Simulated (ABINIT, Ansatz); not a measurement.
# Li3OCl (Pm-3m): bands and cutoff in G0W0 with ABINIT

Aim: raise bands and screening cutoff together for Li3OCl (Pm-3m) and follow gap and time.

Main program and level: ABINIT 10.8.3; PBEsol and many-body steps on it, plane waves.

### Step 1. Starting point

The structure is cubic, space group Pm-3m (No. 221). Conventional cell: a = 3.908 Å, b = 3.908 Å, c = 3.908 Å, α = 90.00°, β = 90.00°, γ = 90.00°. Nearest to Li lie 2 O at 1.95 Å and 8 Li at 2.76 Å and 4 Cl at 2.76 Å. Cl has 12 Li at 2.76 Å nearest. Nearest to O lie 6 Li at 1.95 Å. Farther neighbours and most contacts between anions are not listed.

The cell and positions are those that the Materials Project relaxed with its own functionals (PBE, PBE+U or r2SCAN), kept fixed.

### Step 2. Empty states on the mesh, 4×4×4 mesh, 154 bands

This step: ABINIT 10.8.3; DFT, PBEsol, plane waves, norm-conserving pseudopotentials.

The sums over transitions need many empty states on a uniform mesh; this step solves for them.

Input file run.abi:

```
acell 3*1.0 Angstrom
rprim 
  3.908337000000 0.000000000000 0.000000000000
  0.000000000000 3.908337000000 0.000000000000
  0.000000000000 0.000000000000 3.908337000000
ntypat 3
znucl 3 17 8
natom 5
typat 1 1 1 2 3
xred 
  0.000000000000 0.500000000000 0.500000000000
  0.500000000000 0.000000000000 0.500000000000
  0.500000000000 0.500000000000 0.000000000000
  0.000000000000 0.000000000000 0.000000000000
  0.500000000000 0.500000000000 0.500000000000
pp_dirpath "pseudos"
pseudos "Li.upf, Cl.upf, O.upf"
ecut 36
ngkpt 4 4 4
nshiftk 1
shiftk 0 0 0
kptopt 1
chksymbreak 0
irdden 1
istwfk *1
nband 154
prtvol 0
optdriver 6
gwr_task "HDIAGO"
paral_kgb 0
occopt 1
indata_prefix "in"
outdata_prefix "out"
tmpdata_prefix "tmp"
```

Run with:

```console
$ OMP_NUM_THREADS=1 mpirun -n 4 abinit run.abi > log
```

The program printed:

```text
.Version 10.8.3 of ABINIT. v10.8.2 released Aug 2026.

 Symmetries : space group Pm -3 m (#221); Bravais cP (primitive cubic)
[... echo of the input left out ...]
== DATASET  1 ==================================================================
-   mpi_nproc: 4, omp_nthreads: 1 (-1 if OMP is not activated)

--- !DatasetInfo
iteration_state: {dtset: 1, }
dimensions: {natom: 5, nkpt: 10, mband: 154, nsppol: 1, nspinor: 1, nspden: 1, mpw: 4224, }
cutoff_energies: {ecut:  36.0, pawecutdg:  -1.0, }
[...]
Indirect band gap semiconductor
 Fundamental gap:     4.610 (eV)
   VBM:     1.281 (eV) at k: [ 5.0000E-01,  5.0000E-01,  0.0000E+00]
   CBM:     5.892 (eV) at k: [ 0.0000E+00,  0.0000E+00,  0.0000E+00]
 Direct gap:         4.712 (eV) at k: [ 5.0000E-01,  5.0000E-01,  0.0000E+00]

== END DATASET(S) ==============================================================
================================================================================

 -outvars: echo values of variables after computation  --------
           etotal      0.0000000000E+00
            nband         154
             nkpt          10
          spgroup         221
 [... the other variables as echoed above ...]

 Calculation completed.
```

Elapsed: 3 min, on 4 MPI ranks of Intel Xeon Platinum 8259CL at 2.50GHz (Skylake/Cascade Lake), shared host; peak memory 4 GiB.

Numbers from this step:

* gap: 4.610 eV
* k of the valence top: 0.5, 0.5, 0
* k of the conduction bottom: 0, 0, 0
* least direct gap: 4.712 eV
* k points computed: 10
* lowest point of the top converged band, above the valence top: 90.9367 eV

On this mesh the gap is 4.610 eV.

The density comes from a self-consistent run that is not shown.

### Step 3. Screening, 4×4×4 mesh, 27 bands, screening to 62.6 eV

The RPA dielectric matrix is built and inverted for each q.

This step: RPA screening on PBEsol, plane waves, norm-conserving pseudopotentials.

Edit run.abi of step 2 so:

```diff
@@ -23,10 +23,11 @@
 chksymbreak 0
-irdden 1
 istwfk *1
-nband 154
-prtvol 0
-optdriver 6
-gwr_task "HDIAGO"
-paral_kgb 0
 occopt 1
+irdwfk 1
+optdriver 3
+nband 27
+ecuteps 2.3
+inclvkb 2
+awtr 1
+symchi 1
 indata_prefix "in"
```

The program printed:

```text
.Version 10.8.3 of ABINIT. v10.8.2 released Aug 2026.

 Symmetries : space group Pm -3 m (#221); Bravais cP (primitive cubic)
[... echo of the input left out ...]
== DATASET  1 ==================================================================
-   mpi_nproc: 4, omp_nthreads: 1 (-1 if OMP is not activated)

--- !DatasetInfo
iteration_state: {dtset: 1, }
dimensions: {natom: 5, nkpt: 10, mband: 27, nsppol: 1, nspinor: 1, nspden: 1, mpw: 4224, }
cutoff_energies: {ecut:  36.0, pawecutdg:  -1.0, }
electrons: {nelect:   2.20000000E+01, charge:   0.00000000E+00, occopt:   1.00000000E+00, tsmear:   1.00000000E-02, }

 SCREENING: Calculation of the susceptibility and dielectric matrices

 Based on a program developped by R.W. Godby, V. Olevano, G. Onida, and L. Reining.
 Incorporated in ABINIT by V. Olevano, G.-M. Rignanese, and M. Torrent.
.Using double precision arithmetic ; gwpc =  8

[... cell and pseudopotentials left out ...]
--------------------------------------------------------------------------------

 ==== K-mesh for the wavefunctions ====
 Number of points in the irreducible wedge :    10
[... list of points left out ...]
 Together with 48 symmetry operations and time-reversal symmetry
 yields    64 points in the full Brillouin Zone.

 ==== Q-mesh for the screening function ====
 Number of points in the irreducible wedge :    10
[... list of points left out ...]
 Together with 48 symmetry operations and time-reversal symmetry
 yields    64 points in the full Brillouin Zone.

 setmesh: FFT mesh size selected  =    25x   25x   25
          total number of points  =        15625

 vcoul_init : cutoff-mode = AUXILIARY_FUNCTION
 q-points for optical limit:   1
     1)      0.000010    0.000020    0.000030

- screening: taking advantage of time-reversal symmetry
- Maximum band index for partially occupied states nbvw = 11
- Remaining bands to be divided among processors   nbcw = 16
- Number of bands treated by each node ~4

 Number of electrons calculated from density =   22.0000; Expected =   22.0000
 average of density, n =  0.054607
 r_s =    1.6351
 omega_plasma =   22.5414 [eV]

 calculating chi0 at frequencies [eV] :
  1    0.000000E+00    0.000000E+00
  2    0.000000E+00    2.254139E+01

--------------------------------------------------------------------------------
  q-point number  1        q = ( 0.000000, 0.000000, 0.000000) [r.l.u.]
--------------------------------------------------------------------------------
[... chi0 elements left out ...]
 For q-point:  0.000010 0.000020 0.000030
  dielectric constant =   2.9832
  dielectric constant without local fields =   3.3280

  Average fulfillment of the sum rule on Im[epsilon] for q-point    1 :     23.97  [%]
[... wings left out ...]
  q-point number  2        q = ( 0.250000, 0.000000, 0.000000) [r.l.u.]
--------------------------------------------------------------------------------
[... chi0 elements left out ...]
  Average fulfillment of the sum rule on Im[epsilon] for q-point    2 :     44.27  [%]

 [... 8 further q-points ...]
```

Wall time 15 s (4 MPI ranks); peak memory 0.63 GiB; 58 s of CPU time.

This step gave:

| Property | Result |
| --- | --- |
| ε∞ with local fields, on this mesh, along the program's q direction | 2.983 |
| the same without local fields | 3.328 |
| plasma frequency | 22.54 eV |
| plane waves in the screening matrix | 81 |

Local fields lower ε∞ by 10 %. On a Γ-centred mesh this coarse the value itself is usually too large, while a short band sum pulls it down.

### Step 4. 27 bands, 62.6 eV

The self-energy is evaluated for the states that the input lists, and the levels follow from it, in one-shot runs by the linearised quasiparticle equation.

This step: G0W0 on PBEsol, plane waves, norm-conserving pseudopotentials.

Edit run.abi of step 3 so:

```diff
@@ -26,8 +26,17 @@
 irdwfk 1
-optdriver 3
+optdriver 4
 nband 27
+gwcalctyp 0
+ecutsigx 36
+symsigma 1
+nkptgw 2
+kptgw 
+  0.5000000000 0.5000000000 0.0000000000
+  0.0000000000 0.0000000000 0.0000000000
+bdgw 
+  10 13
+  9 14
 ecuteps 2.3
-inclvkb 2
-awtr 1
-symchi 1
+irdscr 1
+ppmodel 1
 indata_prefix "in"
```

The program printed:

```text
.Version 10.8.3 of ABINIT. v10.8.2 released Aug 2026.

 Symmetries : space group Pm -3 m (#221); Bravais cP (primitive cubic)
[... echo of the input left out ...]
== DATASET  1 ==================================================================
-   mpi_nproc: 4, omp_nthreads: 1 (-1 if OMP is not activated)

--- !DatasetInfo
iteration_state: {dtset: 1, }
dimensions: {natom: 5, nkpt: 10, mband: 27, nsppol: 1, nspinor: 1, nspden: 1, mpw: 4224, }
cutoff_energies: {ecut:  36.0, pawecutdg:  -1.0, }
electrons: {nelect:   2.20000000E+01, charge:   0.00000000E+00, occopt:   1.00000000E+00, tsmear:   1.00000000E-02, }

 SIGMA: Calculation of the GW corrections

 Based on a program developped by R.W. Godby, V. Olevano, G. Onida, and L. Reining.
 Incorporated in ABINIT by V. Olevano, G.-M. Rignanese, and M. Torrent.
.Using double precision arithmetic ; gwpc =  8

[... cell and pseudopotentials left out ...]
--------------------------------------------------------------------------------

 ==== K-mesh for the wavefunctions ====
 Number of points in the irreducible wedge :    10
[... list of points left out ...]
 Together with 48 symmetry operations and time-reversal symmetry
 yields    64 points in the full Brillouin Zone.

 ==== Q-mesh for screening function ====
 Number of points in the irreducible wedge :    10
[... list of points left out ...]
 Together with 48 symmetry operations and time-reversal symmetry
 yields    64 points in the full Brillouin Zone.

 vcoul_init : cutoff-mode = AUXILIARY_FUNCTION
 q-points for optical limit:   1
     1)      0.000010    0.000020    0.000030
 setmesh: FFT mesh size selected  =    40x   40x   40
          total number of points  =        64000

 Number of electrons calculated from density =   22.0000; Expected =   22.0000
 average of density, n =  0.054607
 r_s =    1.6351
 omega_plasma =   22.5414 [eV]

 === KS Band Gaps ===
  >>>> For spin  1
   Minimum direct gap =   4.7122 [eV], located at k-point      :   0.5000  0.5000  0.0000
   Fundamental gap    =   4.6105 [eV], Top of valence bands at :   0.5000  0.5000  0.0000
                                       Bottom of conduction at :   0.0000  0.0000  0.0000
 SIGMA fundamental parameters:
 PLASMON POLE MODEL  1
 number of plane-waves for SigmaX                 4139
 number of plane-waves for SigmaC and W             81
 number of plane-waves for wavefunctions          4139
 number of bands                                    27
 number of independent spin polarizations            1
 number of spinorial components                      1
 number of k-points in IBZ                          10
 number of q-points in IBZ                          10
 number of symmetry operations                      48
 number of k-points in BZ                           64
 number of q-points in BZ                           64
 number of frequencies for dSigma/dE                 9
 frequency step for dSigma/dE [eV]                0.25
 number of omega for Sigma on real axis              0
 max omega for Sigma on real axis  [eV]           0.00
 zcut for avoiding poles [eV]                     0.10

 EPSILON^-1 parameters (SCR file):
 dimension of the eps^-1 matrix on file             81
 dimension of the eps^-1 matrix used                81
 number of plane-waves for wavefunctions          4139
 number of bands                                    27
 number of q-points in IBZ                          10
 number of frequencies                               2
 number of real frequencies                          1
 number of imag frequencies                          1

 matrix elements of self-energy operator (all in [eV])

 Perturbative Calculation

--- !SelfEnergy_ee
iteration_state: {dtset: 1, }
kpoint     : [   0.500,    0.500,    0.000, ]
spin       : 1
KS_gap     :    4.712
QP_gap     :    7.163
Delta_QP_KS:    2.451
data: !SigmaeeData |
     Band     E0 <VxcDFT>   SigX SigC(E0)      Z dSigC/dE  Sig(E)    E-E0       E
       10   1.281 -18.122 -23.553   4.380   0.782  -0.279 -18.944  -0.822   0.459
       11   1.281 -18.122 -23.553   4.380   0.782  -0.279 -18.944  -0.822   0.459
       12   5.994  -8.285  -3.738  -2.644   0.856  -0.168  -6.656   1.629   7.622
       13   7.931  -9.949  -5.125  -2.622   0.850  -0.176  -8.077   1.873   9.803

--- !SelfEnergy_ee
iteration_state: {dtset: 1, }
kpoint     : [   0.000,    0.000,    0.000, ]
spin       : 1
KS_gap     :    5.114
QP_gap     :    7.517
Delta_QP_KS:    2.403
data: !SigmaeeData |
     Band     E0 <VxcDFT>   SigX SigC(E0)      Z dSigC/dE  Sig(E)    E-E0       E
        9   0.778 -17.306 -22.721   4.296   0.782  -0.279 -18.181  -0.875  -0.097
       10   0.778 -17.306 -22.721   4.296   0.782  -0.279 -18.181  -0.875  -0.097
       11   0.778 -17.306 -22.721   4.296   0.782  -0.279 -18.181  -0.875  -0.097
       12   5.892  -9.939  -5.408  -2.729   0.848  -0.179  -8.411   1.528   7.420
       13   8.154  -8.619  -3.889  -2.584   0.854  -0.170  -6.786   1.834   9.988
       14   8.154  -8.619  -3.889  -2.584   0.854  -0.170  -6.786   1.834   9.988

== END DATASET(S) ==============================================================
================================================================================

 -outvars: echo values of variables after computation  --------
           etotal      0.0000000000E+00
            nband          27
             nkpt          10
          spgroup         221
 [... the other variables as echoed above ...]

 Calculation completed.
```

Wall time 9.2 s (4 MPI ranks); peak memory 0.65 GiB.

Numbers from this step:

```
G0W0 gap on the points computed              : 6.961 eV
starting gap on the mesh                     : 4.610 eV
k of the valence top                         : 0.5, 0.5, 0
k of the conduction bottom                   : 0, 0, 0
Z at the valence top                         : 0.782
Z at the conduction bottom                   : 0.848
least direct G0W0 gap on the computed points : 7.163 eV
```

The gap on the mesh goes from 4.61 eV to 6.96 eV, a correction of +2.35 eV.

### Step 5. Screening, 4×4×4 mesh, 66 bands, screening to 114.3 eV

This step: RPA screening on PBEsol, plane waves, norm-conserving pseudopotentials.

Edit run.abi of step 4 so:

```diff
@@ -26,17 +26,8 @@
 irdwfk 1
-optdriver 4
-nband 27
-gwcalctyp 0
-ecutsigx 36
-symsigma 1
-nkptgw 2
-kptgw 
-  0.5000000000 0.5000000000 0.0000000000
-  0.0000000000 0.0000000000 0.0000000000
-bdgw 
-  10 13
-  9 14
-ecuteps 2.3
-irdscr 1
-ppmodel 1
+optdriver 3
+nband 66
+ecuteps 4.2
+inclvkb 2
+awtr 1
+symchi 1
 indata_prefix "in"
```

The program printed:

```text
.Version 10.8.3 of ABINIT. v10.8.2 released Aug 2026.

 Symmetries : space group Pm -3 m (#221); Bravais cP (primitive cubic)
[... echo of the input left out ...]
== DATASET  1 ==================================================================
-   mpi_nproc: 4, omp_nthreads: 1 (-1 if OMP is not activated)

--- !DatasetInfo
iteration_state: {dtset: 1, }
dimensions: {natom: 5, nkpt: 10, mband: 66, nsppol: 1, nspinor: 1, nspden: 1, mpw: 4224, }
cutoff_energies: {ecut:  36.0, pawecutdg:  -1.0, }
electrons: {nelect:   2.20000000E+01, charge:   0.00000000E+00, occopt:   1.00000000E+00, tsmear:   1.00000000E-02, }

 SCREENING: Calculation of the susceptibility and dielectric matrices

 Based on a program developped by R.W. Godby, V. Olevano, G. Onida, and L. Reining.
 Incorporated in ABINIT by V. Olevano, G.-M. Rignanese, and M. Torrent.
.Using double precision arithmetic ; gwpc =  8

[... cell and pseudopotentials left out ...]
--------------------------------------------------------------------------------

 ==== K-mesh for the wavefunctions ====
 Number of points in the irreducible wedge :    10
[... list of points left out ...]
 Together with 48 symmetry operations and time-reversal symmetry
 yields    64 points in the full Brillouin Zone.

 ==== Q-mesh for the screening function ====
 Number of points in the irreducible wedge :    10
[... list of points left out ...]
 Together with 48 symmetry operations and time-reversal symmetry
 yields    64 points in the full Brillouin Zone.

 setmesh: FFT mesh size selected  =    27x   27x   27
          total number of points  =        19683

 vcoul_init : cutoff-mode = AUXILIARY_FUNCTION
 q-points for optical limit:   1
     1)      0.000010    0.000020    0.000030

- screening: taking advantage of time-reversal symmetry
- Maximum band index for partially occupied states nbvw = 11
- Remaining bands to be divided among processors   nbcw = 55
- Number of bands treated by each node ~13

 Number of electrons calculated from density =   22.0000; Expected =   22.0000
 average of density, n =  0.054607
 r_s =    1.6351
 omega_plasma =   22.5414 [eV]

 calculating chi0 at frequencies [eV] :
  1    0.000000E+00    0.000000E+00
  2    0.000000E+00    2.254139E+01

--------------------------------------------------------------------------------
  q-point number  1        q = ( 0.000000, 0.000000, 0.000000) [r.l.u.]
--------------------------------------------------------------------------------
[... chi0 elements left out ...]
 For q-point:  0.000010 0.000020 0.000030
  dielectric constant =   3.0142
  dielectric constant without local fields =   3.3988

  Average fulfillment of the sum rule on Im[epsilon] for q-point    1 :     53.18  [%]
[... wings left out ...]
  q-point number  2        q = ( 0.250000, 0.000000, 0.000000) [r.l.u.]
--------------------------------------------------------------------------------
[... chi0 elements left out ...]
  Average fulfillment of the sum rule on Im[epsilon] for q-point    2 :     66.41  [%]

 [... 8 further q-points ...]
```

It took 33 s on 4 MPI ranks; peak memory 0.84 GiB; 2.2 min of CPU time.

Numbers from this step:

| Item | Value |
| --- | --- |
| ε∞ with local fields, on this mesh, along the program's q direction | 3.014 |
| the same without local fields | 3.399 |
| plasma frequency | 22.54 eV |
| plane waves in the screening matrix | 171 |

(Continued in part 2 of 2.)

[Paths, hosts, dates, memory and timing lines, banners, echoed tables and standing remarks are left out of the program output.]

[Logs are printed without paths, hosts, clocks, repeated set-up lines and the standing remarks that a program may print on its own settings, such as how far it seeks lower states.]

[Runs of the session that timed out or met a known fault of the program may be left out.]

[No measured gap is set beside runs whose start may be inverted or whose files or cutoffs have a known fault.]

[Hosts, paths, dates, database ids (printed as entryN), source tags and the programs' standing remarks are cut or masked in the printed files.]

[G0W0 gaps are taken among the corrected bands and points alone; a level outside them can change the order at an edge.]

[Where Ansatz stands beside ABINIT at settings called matched, ABINIT's density can come from a denser mesh and the files from another edition; pairs whose starting gaps differed by over 0.03 eV were left out, so agreement reads better than it is.]
